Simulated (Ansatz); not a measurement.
# Ra (Im-3m, 1 atom in the cell): from the cell to its phonons

Wanted: phonon frequencies of Ra (Im-3m, 1 atom in the cell) and what follows from them.

Main program and level: Ansatz 0.2.0; DFT PBEsol, scalar-relativistic, plane waves, PAW.

### 1. Set-up

Symmetry: Im-3m, No. 229, cubic system. The conventional cell has a = 5.148 Å, b = 5.148 Å, c = 5.148 Å, α = 90.00°, β = 90.00°, γ = 90.00°. Ra has 8 Ra at 4.46 Å nearest.

### 2. Relaxation

The volume is held at the value of the starting cell, and symmetry leaves nothing else free, so this is a single point.

Contents of input.yaml:

```yaml
crystal:
  lattice:
    - [-2.574, 2.574, 2.574]
    - [2.574, -2.574, 2.574]
    - [2.574, 2.574, -2.574]
  atoms:
    - { symbol: Ra, position: [0.0, 0.0, 0.0] }
kpoints:
  mp_grid: { grid: [12, 12, 12] }
hamiltonian:
  xc: pbesol
scf:
  occupations: { method: gaussian, width: 0.1 }
output:
  forces: true
  stress: true
  eigenvalues: true
  write_density: true
  write_potential: true
  elf: true
  volumetric_format: npy
```

The run is started by

```console
> ansatz run input.yaml --threads 8 --pin off --max-ram 16384MiB --backend cpu --events-out ev --progress --plain --runs-dir out
```

Numbers of over 12 decimals in the logs are rounded to 6 here.

Output:

```text
Engine: ansatz 0.2.0, x86_64-unknown-linux-gnu
Pseudopotentials: kind: paw
Pseudopotential: Ra, paw, valence charge 20, recommended cutoff 540 eV (normal), Ra.paw.azcp
Functional definition: PBEsol
  exchange = pbesol_x
  correlation = pbesol_c
Crystal: 1 atoms, lattice volume = 68.216 Å³
Basis set: ecut = 540 eV, 1961 PW (Γ), exchange–correlation on 80×80×80 points (8 copies of the dense FFT grid, shifted against one another)
Bands: 14, of which v1, the nominal top of the filled ones, is band 10 counted from 1 (9 counted from 0)
Symmetry: 48 space group operations
Space group: Im-3m (ITA 229), of the structure as read, at distance tolerance 4.1e-5 Å
k-points: 72 of 1728
Non-local potential: Ra, projectors of the file, l = 0: 3, l = 1: 3, l = 2: 3, l = 3: 3
PAW form: soft (Blöchl's): semilocal exchange-correlation on the pseudo side does not see the compensation charge
PAW frozen core: Ra, regenerated for the run's functional, and the local potential with it (the file was generated under x = pbe(κ = 0.804, μ = 0.219515), c = pbe(β = 0.066725))
PAW one-centre angular grid: Ra, 590 points (default); XC on 64 Gauss nodes
Initial density: superposition of atomic densities (chi_scale 0.1, normalization cell)
Initial wavefunctions: pseudopotential atomic-orbital guess
Functional: x = pbesol(κ = 0.804, μ = 0.123457), c = pbesol(β = 0.046)
SCF iter   1: F=—  HF=-15185.397442 eV  |F-HF|=—  |Δ(HF+E_count)|=         —  Δρ=4.78e-3  dr2=2.34e-2  ethr=3.10e-3  ⟨swp⟩=6.4  Hψ=6749  notcnv=0
preconditioner: auto → Kerker (q_TF=auto, 2.224 Å⁻¹)  [metal: Δε(μ)=0.049 eV  Ē_g=3.133 eV  σ=0.100 eV  W_gap=0.27  n_scr=12 (ndim 8)  ℏωp=6.4 eV  f_vac=0.000  D(μ)=1.17/eV (n_scr^D=12)]
SCF iter   2: F=—  HF=-15185.393285 eV  |F-HF|=—  |Δ(HF+E_count)|=   4.16e-3  Δρ=2.76e-3  dr2=9.43e-3  ethr=1.17e-4  ⟨swp⟩=1.7  Hψ=1671  notcnv=0  defer=1
SCF iter   3: F=—  HF=-15185.391193 eV  |F-HF|=—  |Δ(HF+E_count)|=   2.09e-3  Δρ=7.56e-4  dr2=7.37e-4  ethr=4.72e-5  ⟨swp⟩=2.1  Hψ=1577  notcnv=0  defer=1
SCF iter   4: F=—  HF=-15185.391130 eV  |F-HF|=—  |Δ(HF+E_count)|=   6.31e-5  Δρ=1.79e-4  dr2=1.82e-5  ethr=3.68e-6  ⟨swp⟩=2.0  Hψ=1302  notcnv=0  defer=1
SCF iter   5: F=—  HF=-15185.391133 eV  |F-HF|=—  |Δ(HF+E_count)|=   2.81e-6  Δρ=2.07e-5  dr2=2.50e-7  ethr=9.09e-8  ⟨swp⟩=1.1  Hψ=1078  notcnv=0  defer=1
SCF iter   6: F=-15185.391133 eV  HF=-15185.391133 eV  |F-HF|=9.82e-9  |Δ(HF+E_count)|=   1.67e-7  Δρ=4.70e-6  dr2=1.13e-8  ethr=5.00e-10  ⟨swp⟩=11.7  Hψ=8681  notcnv=0
SCF 1 converged in 6 iterations: F = -15185.391133 eV  dr2 = 1.13e-8
  greatest PAW one-centre occupation: 0.994 electrons in one spin orbital (limit 2), on the Ra atom at site 0 (counted from 0), in its partial waves of l = 2
SCF converged after 6 iterations
Free energy (F): -15185.391133 eV
Harris-Foulkes:  -15185.391133 eV  (|F-HF|=9.82e-9)
Internal energy: -15185.385240 eV  (E = F + TS)
E sigma→0 (E₀):  -15185.388186 eV
Entropy (-TS):   -0.005893 eV (-5.893 meV/atom)
Fermi energy:    7.446297 eV
--- Per-component energies (eV) ---
  E_band       = -638.228137
  E_kinetic    = 323.330535
  E_local      = -3384.242716  (includes V_loc(G=0)·N_el)
  E_nonlocal   = 488.365868
  E_hartree    = 1275.044323
  E_xc         = -592.389390
  E_vxc        = -193.577216  (∫ρ·V_xc dr)
  E_paw        = -11259.828279  (= ΣΔE_a)
  E_vpaw       = -422.192450  (= ΣTr[D̂ρ^β])
  E_aug_tail   = 0.000878  (compensation charges beyond the density's cutoff)
  E_ewald      = -2035.884673
  E_core_change = 0.218214  (= ΣΔE_core)
  E_smearing   = -0.005893  (= −TS)
  E_closure    = 0.000000  (closes the sum)
  Σ components = -15185.391133   (vs F -15185.391133, Δ=0.00e0)
--- Forces (eV/Å), atoms counted from 1 ---
  atom   1  Ra    -0.00000000     0.00000000     0.00000000
  max |Σ_I F_I| component: 4.77e-31 eV/Å
--- Stress (GPa, compression-positive) ---
       -0.373474      -0.000000       0.000000
       -0.000000      -0.373474       0.000000
        0.000000       0.000000      -0.373474
  P = ⅓ Tr σ = -0.3735 GPa (-3.735 kbar)
--- Band table (eV; the first three rows and the last of 72) ---
  k-point 0: bands = [... 6 lower, -4.8396, -4.8396, -4.8396, 4.2622, 9.5511, 9.5511, 9.5511, 11.0998]
  k-point 1: bands = [... 6 lower, -4.8854, -4.8532, -4.8400, 4.4092, 9.4067, 9.4507, 9.6842, 10.7770]
  k-point 2: bands = [... 6 lower, -5.0062, -4.8898, -4.8409, 4.8178, 9.0904, 9.0970, 10.0763, 10.6175]
  k-point 71: bands = [... 6 lower, -5.2600, -5.2600, -5.2600, 6.9544, 6.9544, 11.4356, 11.4356, 11.4356]
```

It took 0.82 s on 8 threads of Intel Xeon Platinum 8488C (Sapphire Rapids), shared host; peak memory 0.63 GiB; 4.8 s of CPU time.

Numbers from this step:

```
pressure          : -0.3735 GPa
volume per atom   : 68.22 Å³
gap on the k-mesh : 0 eV
```

Electrostatic potential energy in the ac plane of the conventional cell at fractional y = 0.000, with atoms of Ra within 0.2 Å of it. With pseudopotentials it is smooth inside the atoms' cores, unlike the true potential.

Ten even steps from '0' (-89 eV) to '9' (10 eV), each cell a mean:
```
70589999999704
03799999999850
77899999999987
99999999999999
99999999999999
99999999999999
99999999999999
99999999999999
99999999999999
99999999999999
88999999999998
46899999999875
10689999999730
91489999999707
```
Columns run along a (5.1 Å; values clipped at the 3rd and 97th percentile), rows up along c (5.1 Å), edges of the conventional cell, whose origin can differ from the input's. Atoms in or near the plane, at fractional coordinates: Ra at (0.00, 0.00).

ELF in the ac plane of the conventional cell at fractional y = 0.000, with atoms of Ra within 0.2 Å of it. It is the smooth field of the valence electrons, not physical close to the nuclei.

Values, 14 rows by 14 columns, each cell a mean:
```
0.07 0.35 0.66 0.58 0.25 0.17 0.30 0.35 0.22 0.18 0.44 0.68 0.53 0.15
0.47 0.61 0.67 0.47 0.19 0.18 0.32 0.37 0.24 0.15 0.32 0.62 0.67 0.53
0.68 0.66 0.52 0.26 0.14 0.22 0.35 0.39 0.28 0.16 0.18 0.41 0.62 0.68
0.46 0.38 0.24 0.14 0.17 0.28 0.38 0.40 0.34 0.22 0.14 0.18 0.32 0.44
0.18 0.16 0.15 0.18 0.27 0.35 0.39 0.39 0.37 0.31 0.22 0.16 0.15 0.18
0.22 0.23 0.26 0.31 0.36 0.38 0.38 0.38 0.38 0.37 0.34 0.28 0.24 0.22
0.35 0.36 0.38 0.40 0.40 0.39 0.38 0.37 0.38 0.39 0.40 0.39 0.37 0.35
0.30 0.31 0.34 0.37 0.39 0.39 0.38 0.38 0.38 0.39 0.38 0.35 0.32 0.30
0.17 0.17 0.20 0.25 0.32 0.37 0.39 0.39 0.38 0.35 0.28 0.22 0.18 0.17
0.27 0.22 0.15 0.15 0.22 0.32 0.39 0.40 0.36 0.27 0.17 0.14 0.19 0.25
0.61 0.53 0.35 0.17 0.15 0.25 0.37 0.40 0.31 0.18 0.14 0.26 0.47 0.58
0.65 0.68 0.62 0.35 0.15 0.20 0.34 0.38 0.26 0.15 0.24 0.52 0.67 0.66
0.26 0.51 0.68 0.53 0.22 0.17 0.31 0.36 0.23 0.16 0.38 0.66 0.61 0.35
0.02 0.26 0.65 0.61 0.27 0.17 0.30 0.35 0.22 0.18 0.46 0.68 0.47 0.07
```
Columns run along a (5.1 Å), rows up along c (5.1 Å), edges of the conventional cell, whose origin can differ from the input's. Atoms in or near the plane, at fractional coordinates: Ra at (0.00, 0.00).

Valence density in the ac plane of the conventional cell at fractional y = 0.000, with atoms of Ra within 0.2 Å of it. It is the smooth field of the valence electrons, not physical close to the nuclei.

Values in e/Å³, 14 rows by 14 columns, each cell a mean:
```
11  6  2  0  0  0  0  0  0  0  0  1  4  8
 5  2  1  0  0  0  0  0  0  0  0  0  1  4
 1  1  0  0  0  0  0  0  0  0  0  0  0  1
 0  0  0  0  0  0  0  0  0  0  0  0  0  0
 0  0  0  0  0  0  0  0  0  0  0  0  0  0
 0  0  0  0  0  0  0  0  0  0  0  0  0  0
 0  0  0  0  0  0  0  0  0  0  0  0  0  0
 0  0  0  0  0  0  0  0  0  0  0  0  0  0
 0  0  0  0  0  0  0  0  0  0  0  0  0  0
 0  0  0  0  0  0  0  0  0  0  0  0  0  0
 0  0  0  0  0  0  0  0  0  0  0  0  0  0
 2  1  0  0  0  0  0  0  0  0  0  0  1  2
 8  4  1  0  0  0  0  0  0  0  0  1  2  6
17  8  2  0  0  0  0  0  0  0  0  1  5 11
```
Columns run along a (5.1 Å), rows up along c (5.1 Å), edges of the conventional cell, whose origin can differ from the input's. Atoms in or near the plane, at fractional coordinates: Ra at (0.00, 0.00).

### 3. Relaxing to small forces for the phonons

Symmetry and the fixed volume leave nothing to relax, so a single point is run, using the mesh and the filling of the phonon run that follows.

input.yaml, the sections that differ from step 2:

```yaml
scf:
  occupations: { method: methfessel_paxton, width: 0.2 }
output:
  forces: true
  stress: true
  eigenvalues: true
# crystal, kpoints, hamiltonian: as in step 2
```

Output:

```text
[...]
Crystal: 1 atoms, lattice volume = 68.216 Å³
Basis set: ecut = 540 eV, 1961 PW (Γ), exchange–correlation on 80×80×80 points (8 copies of the dense FFT grid, shifted against one another)
Bands: 14, of which v1, the nominal top of the filled ones, is band 10 counted from 1 (9 counted from 0)
Symmetry: 48 space group operations
[...]
k-points: 72 of 1728
[...]
--- Band table (eV; the first three rows and the last of 72) ---
  k-point 0: bands = [... 6 lower, -4.8399, -4.8399, -4.8399, 4.2622, 9.5511, 9.5511, 9.5511, 11.0997]
  k-point 1: bands = [... 6 lower, -4.8856, -4.8534, -4.8402, 4.4092, 9.4067, 9.4507, 9.6842, 10.7769]
  k-point 2: bands = [... 6 lower, -5.0064, -4.8900, -4.8412, 4.8178, 9.0904, 9.0970, 10.0762, 10.6175]
  k-point 71: bands = [... 6 lower, -5.2602, -5.2602, -5.2602, 6.9544, 6.9544, 11.4356, 11.4356, 11.4356]
[key lines of the parts left out:]
SCF converged after 6 iterations
Free energy (F): -15185.388457 eV
Fermi energy:    7.442126 eV
P = ⅓ Tr σ = -0.3821 GPa (-3.821 kbar)
```

Wall time 0.67 s (8 threads); peak memory 0.62 GiB.

This step gave:

```yaml
pressure: -0.3821 GPa
```

The forces vanish by symmetry. The volume is held at 68.22 Å³/atom, so a pressure of -0.38 GPa remains at this level.

(Part 1 of 2 ends here.)

[Logs are printed without paths, hosts, clocks, repeated set-up lines and the standing remarks that a program may print on its own settings, such as how far it seeks lower states.]

[Hosts, paths, dates, database ids (printed as entryN), source tags and the programs' standing remarks are cut or masked in the printed files.]
